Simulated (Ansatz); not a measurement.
# O on Ir(100): change of the work function, part 5 of 5

How does O on the hollow site change the work function of Ir(100) as the layer fills?

Ansatz 0.2.0; plane-wave DFT, PBEsol, Ansatz PAW (the session's first sound run).

So far, work function, upper face (eV): step 2 (the clean slab, PBEsol) 5.67; step 6 (the covered slab, k-mesh 11×11×1, coverage 1 ML, PBEsol) 6.80; step 8 (the 0.25 ML cell at another level of theory, cutoff 420 eV, functional PBE) 5.59; step 9 (the 0.25 ML cell at another level of theory, cutoff 420 eV, functional revpbe) 5.45; step 10 (the 0.25 ML cell at another level of theory, cutoff 1240 eV, functional PBE, PBE norm-conserving) 5.59.

### 12. A changed input

This step: plane-wave DFT, PBEsol, Ansatz PAW, but for the change named below (Ansatz 0.2.0).

System of this step: Ir4O (O/Ir(100)). The cell holds 5 atoms: 4 Ir and 1 O. Its edges and angles: a = 2.715 Å, b = 2.715 Å, c = 24.434 Å, α = 90.0°, β = 90.0°, γ = 90.0°. Vacuum lies along c.

A run with a changed input: it repeats the earlier run at 1 ML with kpoints.mp_grid.grid from [11, 11, 1] to [16, 16, 1] and hamiltonian.dispersion to d3bj.

input.yaml

```yaml
crystal:
  lattice:
    - [2.7152900398, 0.0, 0.0]
    - [0.0, 2.7152900398, 0.0]
    - [0.0, 0.0, 24.4338689665]
  atoms:
    - { symbol: Ir, position: [0.5, 0.5, 0.3683411748] }
    - { symbol: Ir, position: [0.0, 0.0, 0.4469206254] }
    - { symbol: Ir, position: [0.5, 0.5, 0.5257020511] }
    - { symbol: Ir, position: [0.0, 0.0, 0.5999967164] }
    - { symbol: O, position: [0.5, 0.5, 0.6316588252] }
kpoints:
  mp_grid: { grid: [16, 16, 1] }
hamiltonian:
  xc: pbesol
  dispersion: d3bj
scf:
  occupations: { method: fermi_dirac, width: 0.1 }
  convergence: { dr2_threshold: 1.0e-08 }
efield:
  axis: 3
  dipole_correction: true
  ramp_position: 0.97
  ramp_width: 0.06
relax:
  f_tol: 0.02
  max_steps: 60
  constraints: [{ sites: [0, 1] }]
output:
  bader: true
  write_potential: true
  write_density: true
  volumetric_format: npy
```

Started as:

```bash
$ ansatz run input.yaml --threads 4 --pin off --max-ram 12288MiB --backend cpu --events-out ev --progress --plain --runs-dir out
```

Numbers of over 12 decimals in the logs are rounded to 6 here.

Output:

```text
[...]
Crystal: 5 atoms, lattice volume = 180.146 Å³
Basis set: ecut = 420 eV, 3581 PW (Γ), exchange–correlation on 40×40×360 points (8 copies of the dense FFT grid, shifted against one another)
Bands: 45, of which v1, the nominal top of the filled ones, is band 37 counted from 1 (36 counted from 0)
Symmetry: 8 space group operations
[...]
k-points: 45 of 256
[...]
SCF iter   1: F=—  HF=-47753.487705 eV  |F-HF|=—  |Δ(HF+E_count)|=         —  Δρ=2.76e-2  dr2=2.00e1  ethr=1.77e-3  p=-0.011 e·Å  D=-1.06e-2 V/Å  ΔV_dip=0.26 eV  dr2_dipole=7.27e0  V_vac-E_F(+/−)=5.37/5.11 eV  ⟨swp⟩=9.2  Hψ=10370  notcnv=0  defer=1
[...]
SCF iter  11: F=-47753.251067 eV  HF=-47753.251067 eV  |F-HF|=3.23e-8  |Δ(HF+E_count)|=   1.79e-7  Δρ=6.83e-7  dr2=1.67e-9  ethr=1.35e-11  p=0.013 e·Å  D=1.32e-2 V/Å  ΔV_dip=-0.32 eV  dr2_dipole=2.80e-14  V_vac-E_F(+/−)=5.36/5.68 eV  ⟨swp⟩=11.1  Hψ=15291  notcnv=0
SCF 1 converged in 11 iterations: F = -47753.251067 eV  dr2 = 1.67e-9
[...]
relax step   1: F+E_penalty+E_count = -47753.25106711 eV  Δ(F+E_penalty+E_count) = +0.000e0 eV  max|allowed force component| = 4.242e0 eV/Å  Δτ_max = 0.0000 Å  (11 SCF iters, accepted)
[...]
SCF iter  10: F=-47753.939601 eV  HF=-47753.939601 eV  |F-HF|=1.22e-8  |Δ(HF+E_count)|=   5.69e-8  Δρ=1.02e-6  dr2=2.36e-9  ethr=1.35e-11  p=-0.018 e·Å  D=-1.81e-2 V/Å  ΔV_dip=0.44 eV  dr2_dipole=1.35e-10  V_vac-E_F(+/−)=6.07/5.63 eV  ⟨swp⟩=11.0  Hψ=15143  notcnv=0
SCF 2 converged in 10 iterations: F = -47753.939601 eV  dr2 = 2.36e-9
relax step   2: F+E_penalty+E_count = -47753.93960129 eV  Δ(F+E_penalty+E_count) = -6.885e-1 eV  max|allowed force component| = 1.781e0 eV/Å  Δτ_max = 0.1945 Å  (10 SCF iters, accepted)
[...]
SCF iter  10: F=-47754.151337 eV  HF=-47754.151337 eV  |F-HF|=2.04e-8  |Δ(HF+E_count)|=   6.65e-8  Δρ=5.33e-7  dr2=7.65e-10  ethr=1.19e-11  p=-0.042 e·Å  D=-4.26e-2 V/Å  ΔV_dip=1.04 eV  dr2_dipole=2.63e-15  V_vac-E_F(+/−)=6.71/5.67 eV  ⟨swp⟩=10.7  Hψ=15006  notcnv=0
SCF 3 converged in 10 iterations: F = -47754.151337 eV  dr2 = 7.65e-10
relax step   3: F+E_penalty+E_count = -47754.15133720 eV  Δ(F+E_penalty+E_count) = -2.117e-1 eV  max|allowed force component| = 9.550e-1 eV/Å  Δτ_max = 0.2000 Å  (10 SCF iters, accepted)
[...]
relax step   4: F+E_penalty+E_count = -47754.17784128 eV  Δ(F+E_penalty+E_count) = -2.650e-2 eV  max|allowed force component| = 4.659e-2 eV/Å  Δτ_max = 0.0579 Å  (9 SCF iters, accepted)
[...]
relax step   5: F+E_penalty+E_count = -47754.17792700 eV  Δ(F+E_penalty+E_count) = -8.572e-5 eV  max|allowed force component| = 2.543e-2 eV/Å  Δτ_max = 0.0048 Å  (6 SCF iters, accepted)
SCF iter   1: F=—  HF=-47754.177950 eV  |F-HF|=—  |Δ(HF+E_count)|=         —  Δρ=1.24e-4  dr2=6.21e-5  ethr=2.85e-7  p=-0.044 e·Å  D=-4.47e-2 V/Å  ΔV_dip=1.09 eV  dr2_dipole=1.58e-5  V_vac-E_F(+/−)=6.79/5.70 eV  ⟨swp⟩=2.3  Hψ=3756  notcnv=0  defer=7
[...]
SCF iter   5: F=-47754.177955 eV  HF=-47754.177955 eV  |F-HF|=1.88e-8  |Δ(HF+E_count)|=   3.64e-8  Δρ=1.09e-6  dr2=3.15e-9  ethr=1.35e-11  p=-0.045 e·Å  D=-4.50e-2 V/Å  ΔV_dip=1.10 eV  dr2_dipole=3.44e-13  V_vac-E_F(+/−)=6.80/5.70 eV  ⟨swp⟩=11.1  Hψ=15785  notcnv=0
SCF 6 converged in 5 iterations: F = -47754.177955 eV  dr2 = 3.15e-9
relax step   6: F+E_penalty+E_count = -47754.17795485 eV  Δ(F+E_penalty+E_count) = -2.785e-5 eV  max|allowed force component| = 1.735e-3 eV/Å  Δτ_max = 0.0011 Å  (5 SCF iters, accepted)
[...]
SCF converged after 5 iterations
Free energy (F): -47754.177955 eV
[...]
Internal energy: -47753.996070 eV  (E = F + TS)
E sigma→0 (E₀):  -47754.087012 eV
Entropy (-TS):   -0.181885 eV (-36.377 meV/atom)
Fermi energy:    4.328902 eV
Dipole field:    D = -0.044996 V/Å  (p = -0.044796 e·Å, saw-weighted, corrected)
Work function:   Φ+ = 6.7956 eV   Φ− = 5.6962 eV
[...]
--- Forces (eV/Å), atoms counted from 1 ---
  atom   1  Ir     0.00000000    -0.00000000     1.36620488
  atom   2  Ir    -0.00000000    -0.00000000    -1.36788562
  atom   3  Ir    -0.00000000    -0.00000000    -0.00035577
  atom   4  Ir     0.00000000     0.00000000     0.00173495
  atom   5  O      0.00000000    -0.00000000     0.00029337
  max |Σ_I F_I| component: 8.18e-6 eV/Å
--- Band table (eV; the first three rows and the last of 45) ---
  k-point 0: bands = [... 33 lower, 2.7139, 3.0247, 3.5152, 3.7572, 4.4714, 4.4714, 4.5700, 5.2850, ... 4 higher]
  k-point 1: bands = [... 33 lower, 3.0431, 3.0694, 3.4643, 3.8543, 4.0404, 4.0771, 4.9115, 5.1055, ... 4 higher]
  k-point 2: bands = [... 33 lower, 3.0216, 3.2118, 3.4105, 3.5035, 3.6123, 4.0751, 4.8462, 5.0732, ... 4 higher]
  k-point 44: bands = [... 33 lower, 5.1903, 5.1903, 5.2922, 5.3043, 5.6974, 5.8702, 6.6076, 8.6287, ... 4 higher]
--- Relaxed structure (6 steps of the walk, 6 accepted, 0 SCFs on fresh bases) ---
  F+E_penalty+E_count = -47754.17795485 eV   max|allowed force component| = 1.735e-3 eV/Å
  atoms:
    - { symbol: Ir, position: [0.500000, 0.500000, 0.3683411748] }
    - { symbol: Ir, position: [0.0, 0.0, 0.446921] }
    - { symbol: Ir, position: [0.500000, 0.500000, 0.525208] }
    - { symbol: Ir, position: [3.163504716057437e-18, 0, 0.601806] }
    - { symbol: O, position: [0.500000, 0.500000, 0.648580] }
--- Bader charges: 5 sites ---
  site symbol  charge [e]  shift [e]
     0     Ir     -0.0618     0.0000
     1     Ir      0.0524     0.0000
     2     Ir      0.0320     0.0000
     3     Ir      0.6781     0.0026
     4      O     -0.7007     0.0026
  estimated error of the sums over rays = 4.5e-4 e
```

It took 67 s on 4 threads of Intel Xeon Platinum 8375C at 2.90GHz (Ice Lake), shared host; peak memory 0.66 GiB; 4.3 min of CPU time.

Relaxation path:

```tsv
step	energy less that of the first step (eV)	largest force component (eV/Å)
1	0.0000	4.2418
2	-0.6885	1.7812
3	-0.9003	0.9550
4	-0.9268	0.0466
5	-0.9269	0.0254
6	-0.9269	0.0017
```

Forces are held to the 8 operations that the run works with; a distortion that breaks them can't arise in this run.

The atoms that moved most (Å):

```tsv
atom	dx	dy	dz	length
O5	0.000	0.000	0.413	0.413
Ir4	0.000	0.000	0.044	0.044
Ir3	0.000	0.000	-0.012	0.012
```

The relaxed structure:

```xyz
5
Lattice="2.7153 0.0000 0.0000 0.0000 2.7153 0.0000 0.0000 0.0000 24.4339" Properties=species:S:1:pos:R:3
Ir    1.3576    1.3576    9.0000
Ir    0.0000    0.0000   10.9200
Ir    1.3576    1.3576   12.8329
Ir    0.0000    0.0000   14.7045
O     1.3576    1.3576   15.8473
```

Numbers from this step:

- energy at zero smearing: -47754.0870 eV
- work function, upper face: 6.796 eV
- work function, lower face: 5.696 eV
- dipole along the normal: -0.04480 e·Å
- step between the vacuum levels: 1.099 eV

```tsv
quantity	this run	earlier run	difference
work function, upper face (eV)	6.796	6.796	-3.6e-4
work function, lower face (eV)	5.696	5.701	-0.0047
dipole along the normal (e·Å)	-0.04480	-0.04462	-1.8e-4
```

Nothing in the table moves by 0.01 in its unit (for the dipole 0.5 % and 5e-5 e·Å).

### 13. The same run with other settings

System of this step: Ir(100). The cell holds 4 atoms: 4 Ir. Cell: a = 2.715 Å, b = 2.715 Å, c = 23.760 Å, α = 90.0°, β = 90.0°, γ = 90.0°. Vacuum lies along c.

Another changed input: it repeats the earlier run at 0 ML with magnetization to spin_polarized: true, scf.occupations.method from fermi_dirac to methfessel_paxton and scf.occupations.width from 0.1 to 0.3.

input.yaml

```yaml
crystal:
  lattice:
    - [2.7152900398, 0.0, 0.0]
    - [0.0, 2.7152900398, 0.0]
    - [0.0, 0.0, 23.76]
  atoms:
    - { symbol: Ir, position: [0.5, 0.5, 0.3787878788], spin: 0.5 }
    - { symbol: Ir, position: [0.0, 0.0, 0.4595959596], spin: 1.0 }
    - { symbol: Ir, position: [0.5, 0.5, 0.5404040404], spin: 1.0 }
    - { symbol: Ir, position: [0.0, 0.0, 0.6212121212], spin: -2.0 }
kpoints:
  mp_grid: { grid: [11, 11, 1] }
hamiltonian:
  xc: pbesol
scf:
  occupations: { method: methfessel_paxton, width: 0.3 }
  convergence: { dr2_threshold: 1.0e-08 }
efield:
  axis: 3
  dipole_correction: true
  ramp_position: 0.97
  ramp_width: 0.06
relax:
  f_tol: 0.02
  max_steps: 60
  constraints: [{ sites: [0, 1] }]
output:
  write_potential: true
  write_density: true
  volumetric_format: npy
magnetization:
  spin_polarized: true
```

Output:

```text
[...]
Crystal: 4 atoms, lattice volume = 175.178 Å³
Basis set: ecut = 420 eV, 3491 PW (Γ), exchange–correlation on 40×40×320 points (8 copies of the dense FFT grid, shifted against one another)
Bands: 44, of which v1, the nominal top of the filled ones, is band 34 counted from 1 (33 counted from 0)
Symmetry: 8 space group operations
k-points: 21 of 121
[...]
Starting moments: Σ|m| = 4.5 μB on 4 of 4 sites
[...]
SCF iter   1: F=—  HF=-47192.136620 eV  |F-HF|=—  |Δ(HF+E_count)|=         —  Δρ=2.10e-2 (↑2.10e-2 ↓1.79e-2)  dr2=2.12e0  dr2_m=2.67e-1  M=0.072 μB ∫|m|=2.582 μB  β_m=0.35  ethr=3.10e-3  p=0.000 e·Å  D=1.68e-13 V/Å  ΔV_dip=-0.00 eV  dr2_dipole=9.22e-2  V_vac-E_F(+/−)=6.13/6.13 eV  ⟨swp⟩=8.1  Hψ=8518  notcnv=0
[...]
spin=Collinear: LDOS preconditioning applied to the charge; magnetization (m = ρ↑ − ρ↓) channel mixes plain (no charge-response kernel on spin).
SCF iter   2: F=—  HF=-47191.987518 eV  |F-HF|=—  |Δ(HF+E_count)|=   1.49e-1  Δρ=1.41e-2 (↑1.41e-2 ↓1.21e-2)  dr2=4.33e-1  dr2_m=1.68e-1  M=0.047 μB ∫|m|=2.338 μB  β_m=0.45  ethr=3.10e-3  p=0.001 e·Å  D=6.70e-4 V/Å  ΔV_dip=-0.02 eV  dr2_dipole=1.72e-2  V_vac-E_F(+/−)=5.92/5.94 eV  ⟨swp⟩=2.7  Hψ=3033  notcnv=0  defer=38
density mixer auto → msr1: a metal under ldos (density of states about μ 2.18 of a free-electron gas's, 28 screened modes)
SCF iter   3: F=—  HF=-47192.495905 eV  |F-HF|=—  |Δ(HF+E_count)|=   5.08e-1  Δρ=8.04e-3 (↑8.04e-3 ↓6.98e-3)  dr2=5.40e-2  dr2_m=7.78e-2  M=-0.024 μB ∫|m|=1.844 μB  β_m=0.73  ethr=6.36e-4  p=0.002 e·Å  D=1.98e-3 V/Å  ΔV_dip=-0.05 eV  dr2_dipole=3.83e-3  V_vac-E_F(+/−)=5.74/5.79 eV  ⟨swp⟩=2.2  Hψ=2834  notcnv=0  defer=77
[...]
SCF iter   9: F=—  HF=-47192.888555 eV  |F-HF|=—  |Δ(HF+E_count)|=         —  Δρ=4.57e-4 (↑4.34e-4 ↓4.57e-4)  dr2=7.53e-3  dr2_m=2.64e-6  M=-0.002 μB ∫|m|=0.005 μB  β_m=0.70  ethr=2.26e-7  p=0.000 e·Å  D=3.44e-5 V/Å  ΔV_dip=-0.00 eV  dr2_dipole=2.50e-5  V_vac-E_F(+/−)=5.67/5.67 eV  ⟨swp⟩=2.0  Hψ=2614  notcnv=0  defer=49
[...]
iteration 9: the input's own smearing fills from here on; a Gaussian of 0.3 eV has filled iterations ahead of it
SCF iter  10: F=—  HF=-47192.888270 eV  |F-HF|=—  |Δ(HF+E_count)|=   2.84e-4  S|Δr|=    0.00e0  Δρ=1.46e-4 (↑1.35e-4 ↓1.46e-4)  dr2=1.02e-3  dr2_m=1.09e-6  M=-0.001 μB ∫|m|=0.004 μB  β_m=0.84  ethr=2.26e-7  p=0.000 e·Å  D=3.02e-5 V/Å  ΔV_dip=-0.00 eV  dr2_dipole=4.11e-6  V_vac-E_F(+/−)=5.68/5.68 eV  ⟨swp⟩=2.1  Hψ=2669  notcnv=0  defer=49
[...]
SCF iter  18: F=-47192.888239 eV  HF=-47192.888239 eV  |F-HF|=8.15e-10  |Δ(HF+E_count)|=  8.44e-10  S|Δr|=    0.00e0  Δρ=1.88e-7 (↑1.88e-7 ↓1.44e-7)  dr2=1.89e-10  dr2_m=2.41e-11  M=-0.000 μB ∫|m|=0.000 μB  ethr=1.67e-12  p=-0.000 e·Å  D=-1.14e-7 V/Å  ΔV_dip=0.00 eV  dr2_dipole=1.07e-12  V_vac-E_F(+/−)=5.69/5.69 eV  ⟨swp⟩=8.4  Hψ=10242  notcnv=0
WARN: the starting moments were not kept: the SCF closed with an absolute magnetisation of 1.1e-5 μB, where they sum to 4.5 μB in size (4 sites). That is at most 0.1 of that sum. Measured as dr2_m measures the in/out step, that magnetisation stands 3.0e-11 eV from none, at or under the dr2_threshold of 1.0e-8 eV: it is no larger than a step whose dr2_m would equal this threshold. The system may hold no moment; this S [...]
SCF 1 converged in 18 iterations: F = -47192.888239 eV  dr2 = 1.89e-10
[...]
relax step   1: F+E_penalty+E_count = -47192.88823900 eV  Δ(F+E_penalty+E_count) = +0.000e0 eV  max|allowed force component| = 1.084e0 eV/Å  Δτ_max = 0.0000 Å  (18 SCF iters, accepted)
[...]
Starting moments: Σ|m| = 4.5 μB on 4 of 4 sites; this step starts from the density that it was given
[...]
SCF iter  15: F=-47192.891104 eV  HF=-47192.891104 eV  |F-HF|=1.02e-10  |Δ(HF+E_count)|=  3.20e-10  S|Δr|=    0.00e0  Δρ=7.74e-8 (↑6.19e-8 ↓7.74e-8)  dr2=1.15e-11  dr2_m=6.38e-12  M=0.000 μB ∫|m|=0.000 μB  ethr=1.00e-12  p=0.000 e·Å  D=3.07e-4 V/Å  ΔV_dip=-0.01 eV  dr2_dipole=1.51e-13  V_vac-E_F(+/−)=5.68/5.69 eV  ⟨swp⟩=6.4  Hψ=10023  notcnv=0
the starting moments were not kept: the SCF closed with an absolute magnetisation of 8.4e-6 μB, where they sum to 4.5 μB in size (4 sites). That is at most 0.1 of that sum. Measured as dr2_m measures the in/out step, that magnetisation stands 1.4e-11 eV from none, at or under the dr2_threshold of 1.0e-8 eV: it is no larger than a step whose dr2_m would equal this threshold.
SCF 2 converged in 15 iterations: F = -47192.891104 eV  dr2 = 1.15e-11
relax step   2: F+E_penalty+E_count = -47192.89110402 eV  Δ(F+E_penalty+E_count) = -2.865e-3 eV  max|allowed force component| = 1.315e0 eV/Å  Δτ_max = 0.1969 Å  (15 SCF iters, accepted)
[...]
SCF iter  13: F=-47192.948438 eV  HF=-47192.948438 eV  |F-HF|=4.37e-11  |Δ(HF+E_count)|=  2.84e-10  S|Δr|=    0.00e0  Δρ=1.18e-7 (↑1.06e-7 ↓1.18e-7)  dr2=1.61e-11  dr2_m=1.66e-11  M=-0.000 μB ∫|m|=0.000 μB  ethr=1.00e-12  p=0.001 e·Å  D=7.01e-4 V/Å  ΔV_dip=-0.02 eV  dr2_dipole=5.27e-13  V_vac-E_F(+/−)=5.68/5.69 eV  ⟨swp⟩=6.3  Hψ=10133  notcnv=0
[...]
SCF 3 converged in 13 iterations: F = -47192.948438 eV  dr2 = 1.61e-11
relax step   3: F+E_penalty+E_count = -47192.94843767 eV  Δ(F+E_penalty+E_count) = -5.733e-2 eV  max|allowed force component| = 1.103e-1 eV/Å  Δτ_max = 0.0918 Å  (13 SCF iters, accepted)
SCF iter   1: F=—  HF=-47192.948838 eV  |F-HF|=—  |Δ(HF+E_count)|=         —  Δρ=2.81e-4 (↑2.77e-4 ↓2.81e-4)  dr2=1.13e-3  dr2_m=6.97e-5  M=-0.001 μB ∫|m|=0.002 μB  β_m=0.30  ethr=2.06e-5  p=0.001 e·Å  D=7.01e-4 V/Å  ΔV_dip=-0.02 eV  dr2_dipole=3.15e-4  V_vac-E_F(+/−)=5.68/5.70 eV  ⟨swp⟩=2.2  Hψ=3085  notcnv=0  defer=56
[...]
SCF iter   9: F=-47192.948817 eV  HF=-47192.948817 eV  |F-HF|=2.04e-10  |Δ(HF+E_count)|=   1.48e-9  S|Δr|=    0.00e0  Δρ=1.41e-7 (↑1.18e-7 ↓1.41e-7)  dr2=3.70e-11  dr2_m=2.10e-11  M=-0.000 μB ∫|m|=0.000 μB  ethr=1.00e-12  p=0.001 e·Å  D=7.11e-4 V/Å  ΔV_dip=-0.02 eV  dr2_dipole=1.50e-15  V_vac-E_F(+/−)=5.68/5.69 eV  ⟨swp⟩=6.4  Hψ=10557  notcnv=0
[...]
SCF 4 converged in 9 iterations: F = -47192.948817 eV  dr2 = 3.70e-11
relax step   4: F+E_penalty+E_count = -47192.94881749 eV  Δ(F+E_penalty+E_count) = -3.798e-4 eV  max|allowed force component| = 3.468e-3 eV/Å  Δτ_max = 0.0045 Å  (9 SCF iters, accepted)
[...]
SCF converged after 9 iterations
Stability not checked: this state was not tested for a lower state beside it, because cold or Methfessel-Paxton smearing, or corrected tetrahedra, fill the levels in a way that the test cannot read (fill_not_monotonic; see scf.lower_state_search)
Magnetization: -0.0000 μB (34.0000 up, 34.0000 down)
Absolute magnetization: 0.0000 μB (∫|ρ↑−ρ↓|, with the PAW one-centre terms)
[...]
Per-site moments (μB) at R_I (Å): [(-3.539063650627803e-6, 1.120057), (5.984840441272576e-7, 1.120057), (-1.128910274694257e-6, 1.089698), (-7.166552311158804e-6, 1.089698)]
Free energy (F): -47192.948817 eV
[...]
Internal energy: -47192.939814 eV  (E = F + TS)
E sigma→0 (E₀):  -47192.946567 eV
Entropy (-TS):   -0.009004 eV (-2.251 meV/atom)
Fermi energy:    4.400260 eV
Dipole field:    D = 0.000711 V/Å  (p = 0.000688 e·Å, saw-weighted, corrected)
Work function:   Φ+ = 5.6760 eV   Φ− = 5.6928 eV
[...]
--- Forces (eV/Å), atoms counted from 1 ---
  atom   1  Ir     0.00000000     0.00000000     1.08319498
  atom   2  Ir     0.00000000     0.00000000    -1.08738570
  atom   3  Ir     0.00000000     0.00000000     0.00346843
  atom   4  Ir    -0.00000000     0.00000000     0.00072266
  max |Σ_I F_I| component: 3.76e-7 eV/Å
--- Band table (eV; the first three rows and the last of 42) ---
  k-point 0 ↑: bands = [... 30 lower, 3.1396, 3.3768, 4.2026, 4.2876, 4.2876, 4.5532, 5.1975, 5.4730, ... 6 higher]
  k-point 1 ↑: bands = [... 30 lower, 3.1615, 3.3281, 3.4245, 3.6472, 4.4883, 4.6893, 4.9195, 5.3015, ... 6 higher]
  k-point 2 ↑: bands = [... 30 lower, 2.8943, 3.1760, 3.2736, 3.3235, 4.2525, 4.5314, 4.5937, 5.2774, ... 6 higher]
  k-point 20 ↓: bands = [... 30 lower, 4.8509, 4.9278, 5.3372, 5.6497, 6.1865, 6.4130, 7.2558, 8.6117, ... 6 higher]
--- Relaxed structure (4 steps of the walk, 4 accepted, 0 SCFs on fresh bases) ---
  F+E_penalty+E_count = -47192.94881749 eV   max|allowed force component| = 3.468e-3 eV/Å
  atoms:
    - { symbol: Ir, position: [0.5, 0.5, 0.3787878788] }
    - { symbol: Ir, position: [0.0, 0.0, 0.4595959596] }
    - { symbol: Ir, position: [0.5, 0.5, 0.540560] }
    - { symbol: Ir, position: [0, 0.0, 0.616924] }
```

Run time: 60 s. Hardware: 4 threads; peak memory 0.68 GiB; 3.8 min of CPU time.

```tsv
quantity	this run	earlier run	difference
work function, upper face (eV)	5.676	5.665	0.011
dipole along the normal (e·Å)	6.88e-4	7.06e-4	-1.8e-5
```

What moves beyond 0.01 in its unit (for the dipole 0.5 % and 5e-5 e·Å): work function, upper face (+0.0109 eV).

The change shows in the results, which are not taken further.

### 14. Outcome

| Item | Value |
| --- | --- |
| work function of the clean face | 5.67 eV |
| work function at 0.11 ML | 5.67 eV |
| work function at 0.25 ML | 5.70 eV |
| work function at 0.5 ML | 5.92 eV |
| work function at 1 ML | 6.80 eV |
| dipole per adsorbate at 0.11 ML, positive end outwards | -0.05 D |

What this shows: At the lowest coverage O changes the work function of Ir(100) by under 0.15 eV, within the error of so thin a slab; the largest change, +1.13 eV, comes at higher coverage. The slab has 4 layers, at the tabulated experimental lattice constant, one starting site was run, and quantum-size effects of a slab this thin can reach one or two tenths of an eV.

[Logs are printed without paths, hosts, clocks, repeated set-up lines and the standing remarks that a program may print on its own settings, such as how far it seeks lower states.]

[Hosts, paths, dates, database ids (printed as entryN), source tags and the programs' standing remarks are cut or masked in the printed files.]

[Maps of the electrostatic potential energy from Ansatz leave out the sawtooth potential of an applied field or a dipole correction, so their vacuum need not be flat; planar profiles and work functions include it.]
